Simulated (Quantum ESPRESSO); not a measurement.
# FeAs (Westerveldite): which magnetic order is lowest, part 2 of 2

Wanted: the moments of FeAs (Westerveldite) and the energy of each order that was tried.

Quantum ESPRESSO 7.5; LDA; plane waves with GBRV 1.5 LDA potentials, no spin-orbit coupling.

So far, absolute magnetization (μB): step 2 (run 1 (ferro ++++)) 2.91.

The database entry behind the starting cell differs from later determinations by our own check (old inner coordinates), so it need not match the best structure at ambient conditions.

**3. Start 2: antiferro ++−−**

Contents of pw.in:

```
&CONTROL
  calculation = 'scf'
  prefix = 'pwscf'
  outdir = './tmp'
  pseudo_dir = './pseudo'
  disk_io = 'nowf'
/
&SYSTEM
  ibrav = 0
  nat = 8
  ntyp = 3
  ecutwfc = 40
  ecutrho = 280
  nbnd = 55
  occupations = 'smearing'
  smearing = 'fd'
  degauss = 0.00734986
  nspin = 2
  starting_magnetization(1) = 0.175
  starting_magnetization(2) = -0.175
  starting_magnetization(3) = 0
/
&ELECTRONS
  conv_thr = 1.6d-08
  electron_maxstep = 150
  mixing_beta = 0.3
/
ATOMIC_SPECIES
Fe1    55.8450 fe_lda_v1.5.uspp.F.UPF
Fe2    55.8450 fe_lda_v1.5.uspp.F.UPF
As     74.9216 as_lda_v1.uspp.F.UPF
CELL_PARAMETERS angstrom
   5.4390000000    0.0000000000    0.0000000000
   0.0000000000    3.3730000000    0.0000000000
   0.0000000000    0.0000000000    6.0280000000
ATOMIC_POSITIONS crystal
Fe1     0.9900000000    0.7500000000    0.1900000000
Fe1     0.0100000000    0.2500000000    0.8100000000
Fe2     0.5100000000    0.2500000000    0.6900000000
Fe2     0.4900000000    0.7500000000    0.3100000000
As      0.8000000000    0.7500000000    0.5800000000
As      0.2000000000    0.2500000000    0.4200000000
As      0.7000000000    0.2500000000    0.0800000000
As      0.3000000000    0.7500000000    0.9200000000
K_POINTS automatic
6 8 4 0 0 0
```

On the command line:

```bash
$ OMP_NUM_THREADS=1 mpirun -n 4 pw.x -nk 4 -in pw.in > pw.out
```

What it wrote:

```text
[banner, memory and clock lines left out]
Program PWSCF v.7.5 starts

     Message from routine setup:
     using ibrav=0 with symmetry is DISCOURAGED, use correct ibrav instead

     bravais-lattice index     =            0
     lattice parameter (alat)  =      10.2782  a.u.
     unit-cell volume          =     746.2859 (a.u.)^3
     number of atoms/cell      =            8
     number of atomic types    =            3
     number of electrons       =        84.00
     number of Kohn-Sham states=           55
     kinetic-energy cutoff     =      40.0000  Ry
     charge density cutoff     =     280.0000  Ry
     scf convergence threshold =      1.6E-08
     mixing beta               =       0.3000
     number of iterations used =            8  plain     mixing
     Exchange-correlation= SLA  PZ   NOGX NOGC
                           (   1   1   0   0   0   0   0)

     celldm(1)=  10.278220  celldm(2)=   0.000000  celldm(3)=   0.000000
     celldm(4)=   0.000000  celldm(5)=   0.000000  celldm(6)=   0.000000

     crystal axes: (cart. coord. in units of alat)
               a(1) = (   1.000000   0.000000   0.000000 )
               a(2) = (   0.000000   0.620151   0.000000 )
               a(3) = (   0.000000   0.000000   1.108292 )

     reciprocal axes: (cart. coord. in units 2 pi/alat)
               b(1) = (  1.000000  0.000000  0.000000 )
               b(2) = (  0.000000  1.612511  0.000000 )
               b(3) = (  0.000000  0.000000  0.902289 )

     PseudoPot. # 1 for Fe read from file:
     fe_lda_v1.5.uspp.F.UPF
     Pseudo is Ultrasoft + core correction, Zval = 16.0

     PseudoPot. # 2 for Fe read from file:
     fe_lda_v1.5.uspp.F.UPF
     Pseudo is Ultrasoft + core correction, Zval = 16.0

     PseudoPot. # 3 for As read from file:
     as_lda_v1.uspp.F.UPF
     Pseudo is Ultrasoft + core correction, Zval =  5.0

     atomic species   valence    mass     pseudopotential
     Fe1              16.00    55.84500     Fe( 1.00)
     Fe2              16.00    55.84500     Fe( 1.00)
     As                5.00    74.92160     As( 1.00)

     Starting magnetic structure
     atomic species   magnetization
     Fe1             0.175
     Fe2            -0.175
     As              0.000

      4 Sym. Ops., with inversion, found ( 2 have fractional translation)

   Cartesian axes

     site n.     atom                  positions (alat units)
         1        Fe1    tau(   1) = (   0.9900000   0.4651131   0.2105755  )
         2        Fe1    tau(   2) = (   0.0100000   0.1550377   0.8977165  )
         3        Fe2    tau(   3) = (   0.5100000   0.1550377   0.7647215  )
         4        Fe2    tau(   4) = (   0.4900000   0.4651131   0.3435705  )
         5        As     tau(   5) = (   0.8000000   0.4651131   0.6428093  )
         6        As     tau(   6) = (   0.2000000   0.1550377   0.4654826  )
         7        As     tau(   7) = (   0.7000000   0.1550377   0.0886634  )
         8        As     tau(   8) = (   0.3000000   0.4651131   1.0196286  )

     number of k points=    70  Fermi-Dirac smearing, width (Ry)=  0.0073
                       cart. coord. in units 2pi/alat
        k(    1) = (   0.0000000   0.0000000   0.0000000), wk =   0.0052083
        k(    2) = (   0.0000000   0.0000000   0.2255723), wk =   0.0104167
        k(    3) = (   0.0000000   0.0000000  -0.4511447), wk =   0.0052083
        k(    4) = (   0.0000000   0.2015639   0.0000000), wk =   0.0104167
        k(    5) = (   0.0000000   0.2015639   0.2255723), wk =   0.0208333
        [... 65 further k-points ...]

     Dense  grid:    59063 G-vectors     FFT dimensions: (  60,  36,  64)

     Smooth grid:    25489 G-vectors     FFT dimensions: (  45,  30,  45)

     Check: negative core charge=   -0.000020
     Generating pointlists ...
     new r_m :   0.1777 (alat units)  1.8268 (a.u.) for type    1
     new r_m :   0.1777 (alat units)  1.8268 (a.u.) for type    2
     new r_m :   0.1777 (alat units)  1.8268 (a.u.) for type    3

     Initial potential from superposition of free atoms

     starting charge      79.9992, renormalised to      84.0000
     Starting wfcs are   68 randomized atomic wfcs

     Self-consistent Calculation

     iteration #  1     ecut=    40.00 Ry     beta= 0.30
     Davidson diagonalization with overlap
     ethr =  1.00E-02,  avg # of iterations =  3.2

     total energy              =   -1159.16180379 Ry
     estimated scf accuracy    <       5.03747684 Ry

     total magnetization       =     0.00 Bohr mag/cell
     absolute magnetization    =     8.70 Bohr mag/cell

     iteration #  2     ecut=    40.00 Ry     beta= 0.30
     Davidson diagonalization with overlap
     ethr =  6.00E-03,  avg # of iterations =  2.3

     total energy              =   -1159.93271278 Ry
     estimated scf accuracy    <       5.71151199 Ry

     total magnetization       =    -0.00 Bohr mag/cell
     absolute magnetization    =     5.37 Bohr mag/cell

     [... further iterations left out ...]

     iteration # 18     ecut=    40.00 Ry     beta= 0.30
     Davidson diagonalization with overlap
     ethr =  8.25E-11,  avg # of iterations =  4.5

     total energy              =   -1160.61569407 Ry
     estimated scf accuracy    <       0.00000002 Ry

     total magnetization       =    -0.00 Bohr mag/cell
     absolute magnetization    =     3.68 Bohr mag/cell

     iteration # 19     ecut=    40.00 Ry     beta= 0.30
     Davidson diagonalization with overlap
     ethr =  2.97E-11,  avg # of iterations =  1.9

     Magnetic moment per site  (integrated on atomic sphere of radius R)
     atom   1 (R=0.178)  charge= 14.2157  magn=  0.8369
     atom   2 (R=0.178)  charge= 14.2157  magn=  0.8369
     atom   3 (R=0.178)  charge= 14.2158  magn= -0.8374
     atom   4 (R=0.178)  charge= 14.2158  magn= -0.8374
     atom   5 (R=0.178)  charge=  2.4561  magn=  0.0021
     atom   6 (R=0.178)  charge=  2.4561  magn=  0.0021
     atom   7 (R=0.178)  charge=  2.4561  magn= -0.0020
     atom   8 (R=0.178)  charge=  2.4561  magn= -0.0020

     End of self-consistent calculation

     Number of k-points >= 100: set verbosity='high' to print the bands.

     the Fermi energy is    13.5130 ev

!    total energy              =   -1160.61569407 Ry
     estimated scf accuracy    <          5.4E-09 Ry
     smearing contrib. (-TS)   =      -0.01859789 Ry
     internal energy E=F+TS    =   -1160.59709618 Ry

     The total energy is F=E-TS. E is the sum of the following terms:
     one-electron contribution =    -659.15911478 Ry
     hartree contribution      =     372.34797893 Ry
     xc contribution           =    -240.20830279 Ry
     ewald contribution        =    -633.57765754 Ry

     total magnetization       =    -0.00 Bohr mag/cell
     absolute magnetization    =     3.68 Bohr mag/cell

     convergence has been achieved in  19 iterations
```

Run time: 3.4 min. Hardware: 4 MPI ranks of Arm Neoverse V2, shared host; peak memory 0.91 GiB.

Spin moment in the atom's sphere by atom:

```csv
atom,spin moment in the atom's sphere (μB)
Fe1,0.837
Fe2,0.837
Fe3,-0.837
Fe4,-0.837
As5,0.002
As6,0.002
As7,-0.002
As8,-0.002
```

This step gave:

- smearing term TS: 0.2530 eV
- magnetization: 0 μB
- absolute magnetization: 3.684 μB
- final state: antiferromagnetic

**4. Run 3 (antiferro +−+−)**

Edit pw.in of step 3 so:

```diff
@@ -37,4 +37,4 @@
 Fe1     0.9900000000    0.7500000000    0.1900000000
-Fe1     0.0100000000    0.2500000000    0.8100000000
-Fe2     0.5100000000    0.2500000000    0.6900000000
+Fe2     0.0100000000    0.2500000000    0.8100000000
+Fe1     0.5100000000    0.2500000000    0.6900000000
 Fe2     0.4900000000    0.7500000000    0.3100000000
```

What it wrote:

```text
     [... lines left out ...]
Program PWSCF v.7.5 starts
     [... lines left out ...]
     number of atoms/cell      =            8
     [... lines left out ...]
     number of electrons       =        84.00
     number of Kohn-Sham states=           55
     kinetic-energy cutoff     =      40.0000  Ry
     charge density cutoff     =     280.0000  Ry
     scf convergence threshold =      1.6E-08
     [... lines left out ...]
      4 Sym. Ops. (no inversion) found ( 3 have fractional translation)
     [... lines left out ...]
     number of k points=    60  Fermi-Dirac smearing, width (Ry)=  0.0073
     [... lines left out ...]
     iteration # 18     ecut=    40.00 Ry     beta= 0.30
     [... lines left out ...]
     Magnetic moment per site  (integrated on atomic sphere of radius R)
     atom   1 (R=0.178)  charge= 14.2146  magn=  1.0008
     atom   2 (R=0.178)  charge= 14.2146  magn= -1.0006
     atom   3 (R=0.178)  charge= 14.2146  magn=  1.0008
     atom   4 (R=0.178)  charge= 14.2146  magn= -1.0006
     atom   5 (R=0.178)  charge=  2.4572  magn= -0.0035
     atom   6 (R=0.178)  charge=  2.4572  magn=  0.0035
     atom   7 (R=0.178)  charge=  2.4572  magn= -0.0035
     atom   8 (R=0.178)  charge=  2.4572  magn=  0.0035
     [... lines left out ...]
     the Fermi energy is    13.4956 ev
!    total energy              =   -1160.61577609 Ry
     estimated scf accuracy    <          8.2E-09 Ry
     smearing contrib. (-TS)   =      -0.01721499 Ry
     [... lines left out ...]
     total magnetization       =     0.00 Bohr mag/cell
     absolute magnetization    =     4.40 Bohr mag/cell
     convergence has been achieved in  18 iterations
```

The job ended after 2.8 min (4 MPI ranks; peak memory 0.86 GiB; 11 min of CPU time).

Spin moment in the atom's sphere by atom:

```csv
atom,spin moment in the atom's sphere (μB)
Fe1,1.00
Fe2,-1.00
Fe3,1.00
Fe4,-1.00
As5,0.00
As6,0.00
As7,0.00
As8,0.00
```

This step gave:

```
smearing term TS       : 0.2342 eV
magnetization          : 0 μB
absolute magnetization : 4.404 μB
final state            : antiferromagnetic
```

**5. Energies of the orders**

An order is kept where moments of 0.15 μB or more survive with the typed signs; meshes match where a doubled cell samples the same k points as the first cell.

Orders:

```csv
start,final state,typed order kept,energy over the lowest (meV a seeded atom),largest site moment (μB),net moment (μB a cell of the first run),mesh matched,CPU time (s)
ferro ++++,ferromagnetic,yes,5.205,0.6415,2.4,yes,727.4
antiferro ++--,antiferromagnetic,yes,0.279,0.8374,7.69e-4,yes,808.7
antiferro +-+-,antiferromagnetic,yes,0,1.001,0,yes,676.8
```

**6. Summary of results**

| Item | Value |
| --- | --- |
| lowest state found | antiferromagnetic (from antiferro +-+-) |
| largest site moment | 1.00 μB |
| next state with moments | antiferromagnetic, 0.279 meV a seeded atom higher |

The two lowest states lie so close that the mesh, the smearing, the functional or spin–orbit coupling could swap them. The smearing terms TS of the orders run from 59 to 73 meV a seeded atom, so the differences would change at a smaller width: an order with a larger TS is lowered more by the smearing. Only these 3 starts were compared; other wavevectors, canted and longer-period orders were not. A computed site moment is spin alone and hangs on the region that is counted: the program's spheres do not touch and miss the tail of the moment. Measured moments hold any orbital part as well, and belong to the order of the sample, which need not be the order of this run. Energies are free energies at an electronic temperature of 1160 K, which lowers moments and differences where the moments are itinerant.

Calculation against experiment:

```
        quantity  measured    in the sphere
moment (Fe) (μB)       0.5  1.00 (+100.2 %)
```

Measured values from arxiv:1702.07660 (2017).

**Verdict.** The moment is off by +100.2 %. No cell relaxation is part of this session.

[Logs and program files are shortened in this print: banners, set-up blocks, solver, clock and traceback lines can be left out without a mark of their own.]

[Logs are printed without paths, hosts, clocks, repeated set-up lines and the standing remarks that a program may print on its own settings, such as how far it seeks lower states.]

[Hosts, paths, dates, database ids (printed as entryN), source tags and the programs' standing remarks are cut or masked in the printed files.]

[Where a cell is said to come from a database of computed structures, the database is the Materials Project.]
